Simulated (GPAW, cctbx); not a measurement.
## TlCdBi: what bonding does to one electron reflection, worked out

TlCdBi, P6_3/mmc (no. 194), a = 5.6703 Å, b = 5.6703 Å, c = 6.4475 Å, α = 90.00°, β = 90.00°, γ = 120.00°.

| atom | mult. | x | y | z |
| --- | --- | --- | --- | --- |
| Bi1 | 2 | 0 | 0 | 0 |
| Tl1 | 2 | 2/3 | 1/3 | 1/4 |
| Cd1 | 2 | 2/3 | 1/3 | 3/4 |

The start was made by putting kin elements into a known structure type; the compound need not exist, or be stable, in this form.

A DFT run (GPAW, PBE, 450 eV, 5×5×4 k-points (along the axes of the calculation cell), Fermi–Dirac width 0.1 eV) gives the static X-ray structure factor of 100 as 35.246 e for the conventional cell; superposed free atoms give 35.149 e. **Problem.** Find the Fourier component V of the crystal potential and the two-beam extinction distance at 120 kV in both cases.

### 1. Geometry

The cell volume is Ω = 179.53 Å³ and d(100) = 4.9106 Å, so g = 1/d = 0.2036 Å⁻¹.

### 2. The nuclei

Electrons feel nuclei as well as electrons, so the nuclear charges are summed with the same phases.

Phase sums Σ exp(2πi h·x), turned so that the total is real and positive: Bi +2.000, Tl -1.000, Cd -1.000. Then F_Z = 83 × (+2.000) + 81 × (-1.000) + 48 × (-1.000) = 37.00 e. The electron term has the same sign for this reflection.

### 3. Mott–Bethe

Poisson's equation, term by term, gives V = (e/4πε₀)(F_Z − F)/(πΩg²), with e/4πε₀ = 14.3996 V Å.

The prefactor is 14.3996 × 4.9106²/(π × 179.53) = 0.61566 V per electron. Free atoms: (37.00 − 35.149) × 0.61566 = 1.140 V. Crystal: (37.00 − 35.246) × 0.61566 = 1.080 V. F changes by +0.28 % and V by -5.2 %: the same 0.10 e is measured against F_Z − F = 1.9 e in place of F = 35.1 e.

### 4. Extinction distance

In the two-beam case ξ = 1/(λU) with U = 2γm₀eV/h², that is ξ = 150.41 V Å²/(γλV).

At 120 kV, λ = 0.03349 Å and γ = 1.2348. Free atoms: ξ = 3191 Å. Crystal: ξ = 3367 Å. The thickness fringes go as sin²(πt/ξ), so the two patterns slip by a quarter of a period when t|1/ξ₁ − 1/ξ₀| = 1/4, at t ≈ 1522 nm, thicker than usual samples. Thermal motion, absorption and many-beam coupling, left out here, change a real pattern.

### 5. Answer

V(100) is 1.08 V against 1.14 V, and ξ is 3367 against 3191 Å. Limits: static atoms, two beams.
